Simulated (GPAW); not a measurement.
# The basis that the transmission of a Re chain with a Cl atom on top of one atom needs, part 2 of 2

Aim: T(E), conductance and thermopower of a Re chain with a Cl atom on top of one atom, and what cheaper settings cost in accuracy.

GPAW 26.7.0; GPAW LCAO, PAW setups; Landauer transmission from Green's functions with principal layers (ASE), zero bias.

So far, transmission at the Fermi level (one spin): step 2 (double-zeta polarised basis, PBE, GPAW) 4.74; step 3 (basis szp(dzp), PBE, GPAW) 4.76; step 4 (basis sz(dzp), PBE, GPAW) 4.77; step 5 (RPBE) 4.73.

**8. Broadening 0.01, basis szp(dzp)**

The broadening keeps the Green's functions finite; too large a value absorbs electrons where channels are open and leaks them where none are. A smaller basis is cheaper in every inversion.

This step: GPAW LCAO, PAW setups; Landauer transmission from Green's functions with principal layers (ASE), zero bias (GPAW 26.7.0).

Input file run.py:

```python
import json
import numpy as np
from ase import Atoms
from ase.transport.calculators import TransportCalculator
from gpaw import GPAW, FermiDirac
from gpaw.lcao.tools import get_lcao_hamiltonian
from scipy.linalg import eigh

# The junction with lead layers at both ends, along the third cell vector
device = Atoms(
    ['Re', 'Re', 'Re', 'Re', 'Re', 'Re', 'Re', 'Re', 'Cl', 'Re', 'Re', 'Re', 'Re', 'Re', 'Re', 'Re'],
    positions=[
        [4.50000, 4.50000, 1.12500],
        [4.50000, 4.50000, 3.37500],
        [4.50000, 4.50000, 5.62500],
        [4.50000, 4.50000, 7.87500],
        [4.50000, 4.50000, 10.12500],
        [4.50000, 4.50000, 12.37500],
        [4.50000, 4.50000, 14.62500],
        [4.50000, 4.50000, 16.87500],
        [6.38160, 4.50000, 16.87500],
        [4.50000, 4.50000, 19.12500],
        [4.50000, 4.50000, 21.37500],
        [4.50000, 4.50000, 23.62500],
        [4.50000, 4.50000, 25.87500],
        [4.50000, 4.50000, 28.12500],
        [4.50000, 4.50000, 30.37500],
        [4.50000, 4.50000, 32.62500]],
    cell=[[9.0, 0.0, 0.0], [0.0, 9.0, 0.0], [0.0, 0.0, 33.75]],
    pbc=True)

# One principal layer of the lead: the first 5 atoms of the device
lead = Atoms(
    ['Re', 'Re', 'Re', 'Re', 'Re'],
    positions=[
        [4.50000, 4.50000, 1.12500],
        [4.50000, 4.50000, 3.37500],
        [4.50000, 4.50000, 5.62500],
        [4.50000, 4.50000, 7.87500],
        [4.50000, 4.50000, 10.12500]],
    cell=[[9.0, 0.0, 0.0], [0.0, 9.0, 0.0], [0.0, 0.0, 11.25]],
    pbc=True)

settings = dict(mode='lcao', basis='szp(dzp)', xc='PBE', h=0.2,
                occupations=FermiDirac(0.1), maxiter=250,
                mixer=dict(beta=0.1, nmaxold=8, weight=100.0),
                convergence=dict(density=0.0001))
energies = np.arange(-2, 2 + 1e-9, 0.05)
eta = 0.01
n1, n2 = 1, 1
# k and -k transmit alike, so half of the mesh across the current serves
mesh = [(i, j) for i in range(n1) for j in range(n2) if (i, j) <= (-i % n1, -j % n2)]
weights = np.array([1 if (i, j) == (-i % n1, -j % n2) else 2 for i, j in mesh]) / (n1 * n2)

# [... helper functions left out ...]
fermi_lead = ground_state(lead, (1, 1, 10), 'lead.txt')
fermi_device = ground_state(device, (1, 1, 3), 'device.txt')
# [... loop over the mesh left out, but for ...]
        # Shift the lead onto the potential of the device's first layer
        shift = ((H[:, 0, 0] - H0[:, 0, 0]) / S0[0, 0]).real.mean()
# [...]
kT = 8.617333e-5 * 300
bias = [0.1, 0.2, 0.5, 1.0, 1.5, 2.0]
# [... integrals and printing left out ...]
```

On the command line:

```bash
OMP_NUM_THREADS=1 OPENBLAS_NUM_THREADS=1 python run.py
```

Output:

```text
basis functions: device 234, principal layer 75
Fermi level: lead -2.9483 eV, device -2.8463 eV; lead shifted by -0.0025 eV
largest coupling past the next layer 1.50e-06 eV, largest misfit of the first layer 0.040 eV
  E-E_F (eV)   T (one spin)  [channel counts left out]
    -2.000    2.8201e+00
    -1.950    2.8627e+00
    -1.900    2.9020e+00
    -1.850    2.9381e+00
    -1.800    2.9709e+00
    -1.750    3.0009e+00
    -1.700    3.0282e+00
    -1.650    3.0529e+00
    -1.600    3.0752e+00
    -1.550    3.0949e+00
    -1.500    3.1117e+00
    -1.450    3.1254e+00
    -1.400    3.1356e+00
    -1.350    3.1418e+00
    -1.300    3.1435e+00
    -1.250    3.1394e+00
[...]
1.650    1.8450e+00
     1.700    1.7550e+00
     1.750    1.6379e+00
     1.800    1.4748e+00
     1.850    1.3500e+00
     1.900    1.2048e+00
     1.950    9.8913e-01
     2.000    9.6957e-01
conductance at 300 K: 4.1308 G0 a cell; thermopower -0.1002 uV/K
current from the zero-bias T(E) at 0.1 V: 31.995 uA
current from the zero-bias T(E) at 0.2 V: 63.93 uA
current from the zero-bias T(E) at 0.5 V: 158.79 uA
current from the zero-bias T(E) at 1.0 V: 310.83 uA
current from the zero-bias T(E) at 1.5 V: 452.55 uA
current from the zero-bias T(E) at 2.0 V: 580.42 uA
```

Run time: 2.9 min. Hardware: 1 thread of Arm Neoverse N1, shared host; peak memory 1.3 GiB.

The run finished with changed settings (eta = 0.01 and basis = "szp(dzp)"); it serves as a test.

Side by side:

```tsv
quantity	this run	sound run	difference
conductance (G₀)	4.1308	4.7338	-0.603
largest coupling past the next principal layer (eV)	1.501e-6	1.496e-6	4.8e-9
largest misfit of the first principal layer (eV)	0.039692	0.046380	-0.00669
shift that aligns the lead (eV)	-0.0024938	-0.0024029	-9.1e-5
basis functions of the junction	234	418	-184
basis functions of a principal layer	75	135	-60
transmission at the Fermi level (one spin)	4.1348	4.7395	-0.605
```

One result that differs is the transmission at the Fermi level (one spin), 4.13 against 4.74.

**9. Functional BLYP**

The functional moves levels against the Fermi level.

Edit run.py of step 8 so:

```diff
@@ -43,3 +43,3 @@
 
-settings = dict(mode='lcao', basis='szp(dzp)', xc='PBE', h=0.2,
+settings = dict(mode='lcao', basis='dzp', xc='BLYP', h=0.2,
                 occupations=FermiDirac(0.1), maxiter=250,
@@ -48,3 +48,3 @@
 energies = np.arange(-2, 2 + 1e-9, 0.05)
-eta = 0.01
+eta = 0.0001
 n1, n2 = 1, 1
```

Output:

```text
FileNotFoundError: Could not find required PAW dataset file "Re.BLYP".
```

It took 1.3 s on 1 thread; peak memory 0.1 GiB.

The program refused the input before any cycle.

The program's message: “FileNotFoundError: Could not find required PAW dataset file "Re.BLYP".”

**10. Results**

```
conductance                                        : 4.73 G₀
transmission at the Fermi level, mean of the spins : 4.74
thermopower                                        : about 0 (under 1.5 μV/K)
```

In the dzp basis the junction conducts 4.73 G₀ at 300 K, with T = 4.74 a spin at the Fermi level; the sz basis reaches that conductance within 10 %. At the Fermi level the three most open eigenchannels pass 0.99, 0.98 and 0.95. Measured against the first run (dzp), the nearest curve is that of dzp-RPBE (r.m.s. 0.025) and the farthest that of sz (0.14). Over the compared runs wall time goes from 132 s (sz) to 315 s (dzp-RPBE), on a shared host. The geometry was built from estimated bond lengths and not relaxed, so the numbers describe this model structure. The run had no spin polarisation, so a magnetic state, which chains and small molecules with open shells often have, wasn't tested. Spin-orbit coupling is left out, which matters for the heavy atoms here. An evenly spaced straight chain is an idealisation: free chains tend to dimerise, zigzag or, where a band edge lies near the Fermi level, turn magnetic. The currents use the zero-bias T(E) throughout, which holds only while the bias is small against the distance to the nearest feature. The energy step is wider than the thermal energy, so the conductance and thermopower rest on interpolation of T(E).

[Logs are printed without paths, hosts, clocks, repeated set-up lines and the standing remarks that a program may print on its own settings, such as how far it seeks lower states.]

[Hosts, paths, dates, database ids (printed as entryN), source tags and the programs' standing remarks are cut or masked in the printed files.]
